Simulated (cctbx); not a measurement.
## Reading a Patterson map

Space group Cmcm (no. 63), a = 4.4200 Å, b = 12.5310 Å, c = 8.0790 Å, α = 90.00°, β = 90.00°, γ = 90.00°, content Pb8 Ce4 As4 B4.

Simulated single-crystal data (cctbx): Mo Kα, λ = 0.71073 Å, to d = 0.6 Å, 50 % of the full sphere, strongest reflection 5000 counts, noise from counting, a 2 % proportional error and a noise floor of 4 counts (s.d.); no absorption.

Patterson synthesis from sharpened amplitudes, origin scaled to 1000:

```text
Patterson group C m m m
      u       v       w   height  length (A)
  0.000   0.000   0.000   1000.0     0.00
  0.000   0.333   0.500    407.1     5.81
  0.000   0.000   0.385    388.0     3.11
  0.000   0.284   0.192    237.3     3.88
  0.000   0.383   0.308    233.7     5.40
  0.000   0.332   0.115    212.0     4.27
  0.000   0.101   0.305    126.9     2.77
  0.000   0.434   0.194    109.4     5.66
  0.000   0.097   0.500     75.8     4.22
  0.000   0.283   0.000     66.3     3.55
  0.000   0.183   0.500     66.0     4.65
  0.129   0.052   0.000     52.6     0.87
  0.172   0.000   0.052     47.3     0.87
  0.000   0.060   0.053     46.9     0.86
```

Q: Assign the vectors.

A peak at u stands for all pairs with xi − xj = u, with weight Σ ZiZj against Σ Z² = 71704 at the origin. Peak heights follow these weights only roughly, since form factors, motion and series ripples differ, all vectors within 0.55 Å of a peak are counted as merged into it though the farther ones add only part of their weight, and F(000) is left out, which lowers the whole map:

| u | v | w | shortest length (Å) | height | 1000 ΣZiZj/ΣZ² | pairs in the cell |
| --- | --- | --- | --- | --- | --- | --- |
| 0.000 | 0.333 | 0.500 | 5.06 | 407 | 375 | 4 × Pb–Pb |
| 0.000 | 0.000 | 0.385 | 3.11 | 388 | 375 | 4 × Pb–Pb |
| 0.000 | 0.284 | 0.192 | 3.82 | 237 | 275 | 4 × Pb–Ce, 4 × As–B |
| 0.000 | 0.383 | 0.308 | 3.64 | 234 | 265 | 4 × Pb–Ce |
| 0.000 | 0.332 | 0.115 | 3.19 | 212 | 188 | 2 × Pb–Pb |
| 0.000 | 0.101 | 0.305 | 2.77 | 127 | 151 | 4 × Pb–As |
| 0.000 | 0.434 | 0.194 | 2.83 | 109 | 167 | 4 × Pb–As, 4 × Ce–B |
| 0.000 | 0.097 | 0.500 | 4.22 | 76 | 94 | 2 × Ce–Ce |
| 0.000 | 0.283 | 0.000 | 3.50 | 66 | 107 | 4 × Ce–As |
| 0.000 | 0.183 | 0.500 | 4.65 | 66 | 153 | 4 × Ce–As, 8 × Pb–B |

The table stops at ten peaks or at a height of 45, below which ripples compete. In the model behind the data Pb, the heaviest element, has 1 independent site: (0, 0.3339, 0.4426), up to an allowed shift of origin; the Pb–Pb vectors are differences of these positions and their symmetry mates. The whole model:

| atom | mult. | x | y | z | Ueq (Å²) |
| --- | --- | --- | --- | --- | --- |
| Pb1 | 8 | 0 | 0.3339 | 0.4426 | 0.0053 |
| Ce1 | 4 | 1/2 | 0.4509 | 3/4 | 0.0073 |
| As1 | 4 | 0 | 0.2322 | 3/4 | 0.0088 |
| B1 | 4 | 1/2 | 0 | 0 | 0.0153 |

The model is made up (kin elements in a known structure type, no relaxation), so it says nothing on whether the phase exists.

[Logs are printed without paths, hosts, clocks, repeated set-up lines and the standing remarks that a program may print on its own settings, such as how far it seeks lower states.]
